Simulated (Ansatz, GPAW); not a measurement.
# Work function of a 7-layer slab of Mo(110) at several levels, part 2 of 3

Aim: the work function of both faces of a 7-layer slab of Mo(110), and its spread over functionals and bases.

GPAW 26.7.0 and Ansatz 0.2.0; Ansatz plane waves; slab in vacuum with a dipole correction, relaxation (the session's first sound run).

So far, upper work function (eV): step 2 (relaxation) 4.54.

### 3. The slab's potential

The work function is the vacuum plateau of the electrostatic potential less the Fermi level; a dipole layer lets the two faces have plateaus of their own.

This step: GPAW, PAW setups; slab in vacuum (GPAW 26.7.0).

File run.py:

```python
import json
import numpy as np
from ase import Atoms
from gpaw import GPAW, PW

slab = Atoms(
    ['Mo', 'Mo', 'Mo', 'Mo', 'Mo', 'Mo', 'Mo'],
    positions=[
        [0.00000, 0.00000, 7.00000],
        [2.22739, 0.00000, 9.22739],
        [0.00000, 0.00000, 11.45477],
        [2.22739, 0.00000, 13.69731],
        [0.00000, 0.00000, 15.94254],
        [2.22739, 0.00000, 18.19382],
        [0.00000, 0.00000, 20.33271]],
    cell=[[2.22739, -1.575, 0.0], [2.22739, 1.575, 0.0], [0.0, 0.0, 27.36432]],
    pbc=[True, True, False])

slab.calc = GPAW(mode=PW(400), xc='PBE', kpts={'size': (12, 12, 1), 'gamma': True},
                 occupations={'name': 'fermi-dirac', 'width': 0.1}, nbands='160%',
                 convergence={'density': 1e-05}, maxiter=200,
                 poissonsolver={'dipolelayer': 'xy'},
                 symmetry={'tolerance': 1e-3}, txt='slab.txt')
result = {}
energy = slab.get_potential_energy()
fermi = slab.calc.get_fermi_level()
v = slab.calc.get_electrostatic_potential().mean((0, 1)) - fermi
n = slab.calc.get_pseudo_density().mean((0, 1))
L = slab.cell[2, 2]
z = np.arange(len(v)) * L / len(v)
low, high = slab.positions[:, 2].min(), slab.positions[:, 2].max()
below, above = np.interp([low - 4.8, high + 4.8], z, v)
slopes = [np.interp(x, z, np.gradient(v, z)) for x in (low - 4.8, high + 4.8)]
eps = np.array([[slab.calc.get_eigenvalues(k, s) for k in range(len(slab.calc.get_ibz_k_points()))]
                for s in range(slab.calc.get_number_of_spins())]) - fermi
top, bottom = eps[eps < 0].max(), eps[eps > 0].min()
dipole = slab.get_dipole_moment()[2]
print(f'energy {energy:.4f} eV, Fermi level {fermi:.4f} eV, dipole {dipole:.5f} e A')
print(f'potential 4.8 A off the faces, from the Fermi level: lower {below:.4f} eV, upper {above:.4f} eV')
print(f'slope of the potential there: lower {slopes[0]:.5f}, upper {slopes[1]:.5f} eV/A')
print(f'nearest levels on the mesh: {top:.4f} and {bottom:.4f} eV')
print('magnetic moment', round(slab.get_magnetic_moment(), 3))
result.update(energy=energy, fermi=fermi, dipole=dipole, below=below, above=above, slopes=slopes, edges=[top, bottom],
              z=z.tolist(), v=v.tolist(), n=n.tolist(), positions=slab.positions.tolist(),
              forces=slab.get_forces(apply_constraint=False).tolist(), moments=slab.get_magnetic_moments().tolist())
json.dump(result, open('result.json', 'w'))
```

Run with:

```console
> OMP_NUM_THREADS=1 OPENBLAS_NUM_THREADS=1 python run.py
```

The log of the run:

```text
energy -76.2114 eV, Fermi level 5.8064 eV, dipole 0.00400 e A
potential 4.8 A off the faces, from the Fermi level: lower 4.6390 eV, upper 4.5361 eV
slope of the potential there: lower -0.00171, upper 0.00161 eV/A
nearest levels on the mesh: -0.0155 and 0.0090 eV
magnetic moment 0.0
```

The job ended after 23 min (1 thread of Arm Neoverse N1, shared host; peak memory 0.4 GiB).

This step gave:

* dipole along the normal: 0.003998 e·Å
* levels nearest the Fermi level on the mesh: -0.01550, 0.009036 eV from the Fermi level
* upper work function: 4.536 eV
* lower work function: 4.639 eV

The electrostatic potential energy of an electron (without an applied field's), less the Fermi level, planar mean oscillates, so the rows of the table below give means over windows of 2.24 Å about each position, cut where the curve ends. Its maxima inside the range that stand out by 2 % of the span (Å: eV): 8.1: -2.08, 10.4: -2.24, 12.6: -2.06, 14.9: -2.02, 17.1: -2.05, 19.2: -2.98. Its minima: 7.1: -27.9, 9.2: -28.5, 11.4: -28.5, 13.7: -28.5, 15.9: -28.5, 18.2: -28.6, 20.3: -28.1.

Table of electrostatic potential energy of an electron (without an applied field's), less the Fermi level, planar mean by z; means over each step:

| z (Å) | electrostatic potential energy of an electron (without an applied field's), less the Fermi level, planar mean (eV) |
| --- | --- |
| 1.12 | 4.64 |
| 3.36 | 4.61 |
| 5.60 | -1.10 |
| 7.84 | -13.4 |
| 10.08 | -13.6 |
| 12.32 | -13.4 |
| 14.56 | -13.3 |
| 16.80 | -13.3 |
| 19.04 | -14.6 |
| 21.28 | -7.33 |
| 23.52 | 4.45 |
| 25.76 | 4.54 |

The pseudo valence density, planar mean oscillates, so the rows of the table below give means over windows of 2.14 Å about each position, cut where the curve ends. Its maxima inside the range that stand out by 2 % of the span (Å: e/Å³): 7.1: 1.97, 9.2: 1.98, 11.5: 1.91, 13.7: 1.99, 16.0: 1.91, 18.2: 1.98, 20.3: 2.00. Its minima: 8.1: 0.320, 10.3: 0.323, 12.6: 0.313, 14.8: 0.315, 17.1: 0.309, 19.2: 0.357.

Table of pseudo valence density, planar mean by z; means over each step:

```csv
z (Å),"pseudo valence density, planar mean (e/Å³)"
1.07,3.7e-6
3.21,6.4e-4
5.35,0.105
7.49,0.909
9.63,0.912
11.77,0.913
13.91,0.915
16.05,0.916
18.19,0.924
20.33,0.903
22.47,0.0302
24.61,2.0e-4
```

Force by atom:

| atom | x (eV/Å) | y (eV/Å) | z (eV/Å) | size |
| --- | --- | --- | --- | --- |
| Mo1 | 0.000 | 0.000 | 0.548 | 0.548 |
| Mo2 | 0.000 | 0.000 | -0.649 | 0.649 |
| Mo3 | 0.000 | 0.000 | 0.109 | 0.109 |
| Mo4 | 0.000 | 0.000 | 0.003 | 0.003 |
| Mo5 | 0.000 | 0.000 | -0.010 | 0.010 |
| Mo6 | 0.000 | 0.000 | -0.017 | 0.017 |
| Mo7 | 0.000 | 0.000 | 0.008 | 0.008 |

The potential is flat to 0.002 eV/Å where it is read, so the vacuum is wide enough. The geometry is the other program's minimum; here the largest force on a free atom is 0.017 eV/Å.

### 4. Self-consistent run: xc = "RPBE"

The same geometry under RPBE, to see how far the functional moves the levels against the vacuum.

Edit run.py of step 3 so:

```diff
@@ -18,3 +18,3 @@
 
-slab.calc = GPAW(mode=PW(400), xc='PBE', kpts={'size': (12, 12, 1), 'gamma': True},
+slab.calc = GPAW(mode=PW(400), xc='RPBE', kpts={'size': (12, 12, 1), 'gamma': True},
                  occupations={'name': 'fermi-dirac', 'width': 0.1}, nbands='160%',
```

The log of the run:

```text
energy -72.3618 eV, Fermi level 5.9094 eV, dipole 0.00397 e A
potential 4.8 A off the faces, from the Fermi level: lower 4.4893 eV, upper 4.3870 eV
slope of the potential there: lower -0.00195, upper 0.00184 eV/A
nearest levels on the mesh: -0.0162 and 0.0064 eV
magnetic moment 0.0
```

Run time: 22 min. Hardware: 1 thread; peak memory 0.4 GiB.

This step gave:

```yaml
dipole_along_the_normal: 0.003973 e·Å
levels_nearest_the_fermi_level_on_the_mesh: -0.01619, 0.006374 eV from the Fermi level
upper_work_function: 4.387 eV
lower_work_function: 4.489 eV
```

The electrostatic potential energy of an electron (without an applied field's), less the Fermi level, planar mean oscillates, so the rows of the table below give means over windows of 2.24 Å about each position, cut where the curve ends. Its maxima inside the range that stand out by 2 % of the span (Å: eV): 8.1: -2.16, 10.4: -2.32, 12.6: -2.14, 14.9: -2.10, 17.1: -2.13, 19.2: -3.06. Its minima: 7.1: -27.9, 9.2: -28.6, 11.4: -28.5, 13.7: -28.5, 15.9: -28.5, 18.2: -28.6, 20.3: -28.2.

Electrostatic potential energy of an electron (without an applied field's), less the Fermi level, planar mean against z; means over each step:

```csv
z (Å),"electrostatic potential energy of an electron (without an applied field's), less the Fermi level, planar mean (eV)"
1.12,4.49
3.36,4.46
5.60,-1.22
7.84,-13.5
10.08,-13.7
12.32,-13.5
14.56,-13.4
16.80,-13.4
19.04,-14.7
21.28,-7.42
23.52,4.30
25.76,4.39
```

The pseudo valence density, planar mean oscillates, so the rows of the table below give means over windows of 2.14 Å about each position, cut where the curve ends. Its maxima inside the range that stand out by 2 % of the span (Å: e/Å³): 7.1: 1.97, 9.2: 1.98, 11.5: 1.91, 13.7: 1.99, 16.0: 1.91, 18.2: 1.99, 20.3: 2.00. Its minima: 8.1: 0.320, 10.3: 0.323, 12.6: 0.313, 14.8: 0.315, 17.1: 0.309, 19.2: 0.356.

The pseudo valence density, planar mean by z; means over each step:

```csv
z (Å),"pseudo valence density, planar mean (e/Å³)"
1.07,4.3e-6
3.21,6.5e-4
5.35,0.105
7.49,0.909
9.63,0.912
11.77,0.913
13.91,0.915
16.05,0.916
18.19,0.924
20.33,0.903
22.47,0.0300
24.61,2.1e-4
26.75,0
```

Force by atom:

| atom | x (eV/Å) | y (eV/Å) | z (eV/Å) | size |
| --- | --- | --- | --- | --- |
| Mo1 | 0.000 | 0.000 | 0.384 | 0.384 |
| Mo2 | 0.000 | 0.000 | -0.652 | 0.652 |
| Mo3 | 0.000 | 0.000 | 0.113 | 0.113 |
| Mo4 | 0.000 | 0.000 | 0.004 | 0.004 |
| Mo5 | 0.000 | 0.000 | -0.009 | 0.009 |
| Mo6 | 0.000 | 0.000 | -0.035 | 0.035 |
| Mo7 | 0.000 | 0.000 | 0.198 | 0.198 |

The upper face's work function is 4.387 eV, against 4.536 eV in the first plane-wave PBE run at this geometry.

### 5. OptPBE vdW: xc = "optPBE-vdW"

The same geometry under optPBE-vdW, to see how far the functional moves the levels against the vacuum (the van der Waals functionals take revPBE setups).

Edit run.py of step 4 so:

```diff
@@ -18,3 +18,3 @@
 
-slab.calc = GPAW(mode=PW(400), xc='RPBE', kpts={'size': (12, 12, 1), 'gamma': True},
+slab.calc = GPAW(mode=PW(400), xc='optPBE-vdW', kpts={'size': (12, 12, 1), 'gamma': True},
                  occupations={'name': 'fermi-dirac', 'width': 0.1}, nbands='160%',
```

The log of the run:

```text
energy -170.1443 eV, Fermi level 5.7269 eV, dipole 0.00381 e A
potential 4.8 A off the faces, from the Fermi level: lower 4.8156 eV, upper 4.7176 eV
slope of the potential there: lower -0.00282, upper 0.00269 eV/A
nearest levels on the mesh: -0.0069 and 0.0272 eV
magnetic moment 0.0
```

The job ended after 25 min (1 thread; peak memory 0.53 GiB).

This step gave:

* dipole along the normal: 0.003808 e·Å
* levels nearest the Fermi level on the mesh: -0.006851, 0.02724 eV from the Fermi level
* upper work function: 4.718 eV
* lower work function: 4.816 eV

The electrostatic potential energy of an electron (without an applied field's), less the Fermi level, planar mean oscillates, so the rows of the table below give means over windows of 2.24 Å about each position, cut where the curve ends. Its maxima inside the range that stand out by 2 % of the span (Å: eV): 8.1: -2.15, 10.4: -2.31, 12.6: -2.13, 14.9: -2.09, 17.1: -2.11, 19.2: -3.05. Its minima: 7.1: -27.8, 9.2: -28.4, 11.4: -28.4, 13.7: -28.3, 15.9: -28.3, 18.2: -28.5, 20.3: -28.0.

Electrostatic potential energy of an electron (without an applied field's), less the Fermi level, planar mean against z; means over each step:

```
z (Å)  electrostatic potential energy of an electron (without an applied field's), less the Fermi level, planar mean (eV)
 1.12                                                                                                                4.81
 3.36                                                                                                                4.78
 5.60                                                                                                               -1.03
 7.84                                                                                                               -13.4
10.08                                                                                                               -13.6
12.32                                                                                                               -13.4
14.56                                                                                                               -13.3
16.80                                                                                                               -13.3
19.04                                                                                                               -14.6
21.28                                                                                                               -7.26
23.52                                                                                                                4.61
25.76                                                                                                                4.72
```

The upper face's work function is 4.718 eV, against 4.536 eV in the first plane-wave PBE run at this geometry.

### 6. Self-consistent run: xc = "LDA"

The same geometry under LDA, to see how far the functional moves the levels against the vacuum.

Edit run.py of step 5 so:

```diff
@@ -18,3 +18,3 @@
 
-slab.calc = GPAW(mode=PW(400), xc='optPBE-vdW', kpts={'size': (12, 12, 1), 'gamma': True},
+slab.calc = GPAW(mode=PW(400), xc='LDA', kpts={'size': (12, 12, 1), 'gamma': True},
                  occupations={'name': 'fermi-dirac', 'width': 0.1}, nbands='160%',
```

The log of the run:

```text
energy -84.4739 eV, Fermi level 5.5260 eV, dipole 0.00386 e A
potential 4.8 A off the faces, from the Fermi level: lower 4.9350 eV, upper 4.8355 eV
slope of the potential there: lower -0.00147, upper 0.00138 eV/A
nearest levels on the mesh: -0.0047 and 0.0071 eV
magnetic moment 0.0
```

It took 22 min on 1 thread; peak memory 0.4 GiB.

Numbers from this step:

- dipole along the normal: 0.003865 e·Å
- levels nearest the Fermi level on the mesh: -0.004657, 0.007120 eV from the Fermi level
- upper work function: 4.835 eV
- lower work function: 4.935 eV

The electrostatic potential energy of an electron (without an applied field's), less the Fermi level, planar mean oscillates, so the rows of the table below give means over windows of 2.24 Å about each position, cut where the curve ends. Its maxima inside the range that stand out by 2 % of the span (Å: eV): 8.1: -1.78, 10.4: -1.94, 12.6: -1.77, 14.9: -1.73, 17.1: -1.75, 19.2: -2.68. Its minima: 7.1: -27.6, 9.2: -28.3, 11.4: -28.2, 13.7: -28.2, 15.9: -28.2, 18.2: -28.4, 20.3: -27.9.

The electrostatic potential energy of an electron (without an applied field's), less the Fermi level, planar mean by z; means over each step:

| z (Å) | electrostatic potential energy of an electron (without an applied field's), less the Fermi level, planar mean (eV) |
| --- | --- |
| 1.12 | 4.93 |
| 3.36 | 4.91 |
| 5.60 | -0.818 |
| 7.84 | -13.2 |
| 10.08 | -13.4 |
| 12.32 | -13.1 |
| 14.56 | -13.1 |
| 16.80 | -13.1 |
| 19.04 | -14.3 |
| 21.28 | -7.06 |
| 23.52 | 4.75 |
| 25.76 | 4.84 |

The upper face's work function is 4.835 eV, against 4.536 eV in the first plane-wave PBE run at this geometry.

### 7. Self-consistent run: xc = "vdW-DF2"

The same geometry under vdW-DF2, to see how far the functional moves the levels against the vacuum (the van der Waals functionals take revPBE setups).

Edit run.py of step 6 so:

```diff
@@ -18,3 +18,3 @@
 
-slab.calc = GPAW(mode=PW(400), xc='LDA', kpts={'size': (12, 12, 1), 'gamma': True},
+slab.calc = GPAW(mode=PW(400), xc='vdW-DF2', kpts={'size': (12, 12, 1), 'gamma': True},
                  occupations={'name': 'fermi-dirac', 'width': 0.1}, nbands='160%',
```

The log of the run:

```text
energy -647.6881 eV, Fermi level 5.8151 eV, dipole 0.00361 e A
potential 4.8 A off the faces, from the Fermi level: lower 4.9156 eV, upper 4.8225 eV
slope of the potential there: lower -0.00270, upper 0.00275 eV/A
nearest levels on the mesh: -0.0146 and 0.0435 eV
magnetic moment 0.0
```

Wall time 24 min (1 thread); peak memory 0.53 GiB.

Numbers from this step:

* dipole along the normal: 0.003613 e·Å
* levels nearest the Fermi level on the mesh: -0.01464, 0.04345 eV from the Fermi level
* upper work function: 4.822 eV
* lower work function: 4.916 eV

The upper face's work function is 4.822 eV, against 4.536 eV in the first plane-wave PBE run at this geometry.

### 8. Self-consistent run: xc = "revPBE"

The same geometry under revPBE, to see how far the functional moves the levels against the vacuum.

Edit run.py of step 7 so:

```diff
@@ -18,3 +18,3 @@
 
-slab.calc = GPAW(mode=PW(400), xc='vdW-DF2', kpts={'size': (12, 12, 1), 'gamma': True},
+slab.calc = GPAW(mode=PW(400), xc='revPBE', kpts={'size': (12, 12, 1), 'gamma': True},
                  occupations={'name': 'fermi-dirac', 'width': 0.1}, nbands='160%',
```

The log of the run:

```text
energy -73.1744 eV, Fermi level 5.8879 eV, dipole 0.00400 e A
potential 4.8 A off the faces, from the Fermi level: lower 4.5105 eV, upper 4.4074 eV
slope of the potential there: lower -0.00186, upper 0.00176 eV/A
nearest levels on the mesh: -0.0160 and 0.0071 eV
magnetic moment 0.0
```

Run time: 23 min. Hardware: 1 thread; peak memory 0.4 GiB.

Numbers from this step:

* dipole along the normal: 0.004002 e·Å
* levels nearest the Fermi level on the mesh: -0.01599, 0.007072 eV from the Fermi level
* upper work function: 4.407 eV
* lower work function: 4.510 eV

The upper face's work function is 4.407 eV, against 4.536 eV in the first plane-wave PBE run at this geometry.

### 9. All levels side by side

Times are for 1 thread of Arm Neoverse N1, shared host. The runs compared:

```
no.         run  upper work function (eV)  lower work function (eV)    time  memory (GiB)
  1          pw                     4.536                     4.639  23 min           0.4
  2        RPBE                     4.387                     4.489  22 min           0.4
  3  optPBE vdW                     4.718                     4.816  25 min          0.53
  4         LDA                     4.835                     4.935  22 min           0.4
  5     vdW DF2                     4.822                     4.916  24 min          0.53
  6      revPBE                     4.407                     4.510  23 min           0.4
```

### 10. Real-space grid

A real-space grid is a second complete basis, so it checks the plane-wave result.

Edit run.py of step 8 so:

```diff
@@ -3,3 +3,3 @@
 from ase import Atoms
-from gpaw import GPAW, PW
+from gpaw import GPAW
 
@@ -18,3 +18,3 @@
 
-slab.calc = GPAW(mode=PW(400), xc='revPBE', kpts={'size': (12, 12, 1), 'gamma': True},
+slab.calc = GPAW(mode='fd', h=0.18, xc='PBE', kpts={'size': (12, 12, 1), 'gamma': True},
                  occupations={'name': 'fermi-dirac', 'width': 0.1}, nbands='160%',
```

The log of the run:

```text

```

It took 2.5 h on 1 thread; peak memory 2.8 GiB.

The run was cut off at its time limit.

### 11. Atomic orbitals

Atom-centred orbitals end a few angstrom from the surface, which tests how much the density's tail matters.

Edit run.py of step 10 so:

```diff
@@ -18,4 +18,4 @@
 
-slab.calc = GPAW(mode='fd', h=0.18, xc='PBE', kpts={'size': (12, 12, 1), 'gamma': True},
-                 occupations={'name': 'fermi-dirac', 'width': 0.1}, nbands='160%',
+slab.calc = GPAW(mode='lcao', basis='dzp', h=0.18, xc='PBE', kpts={'size': (12, 12, 1), 'gamma': True},
+                 occupations={'name': 'fermi-dirac', 'width': 0.1}, nbands='120%',
                  convergence={'density': 1e-05}, maxiter=200,
```

The log of the run:

```text

```

Wall time 2.5 h (1 thread); peak memory 0.68 GiB.

The run was cut off at its time limit.

(Continued in part 3 of 3.)

[Logs are printed without paths, hosts, clocks, repeated set-up lines and the standing remarks that a program may print on its own settings, such as how far it seeks lower states.]

[Hosts, paths, dates, database ids (printed as entryN), source tags and the programs' standing remarks are cut or masked in the printed files.]
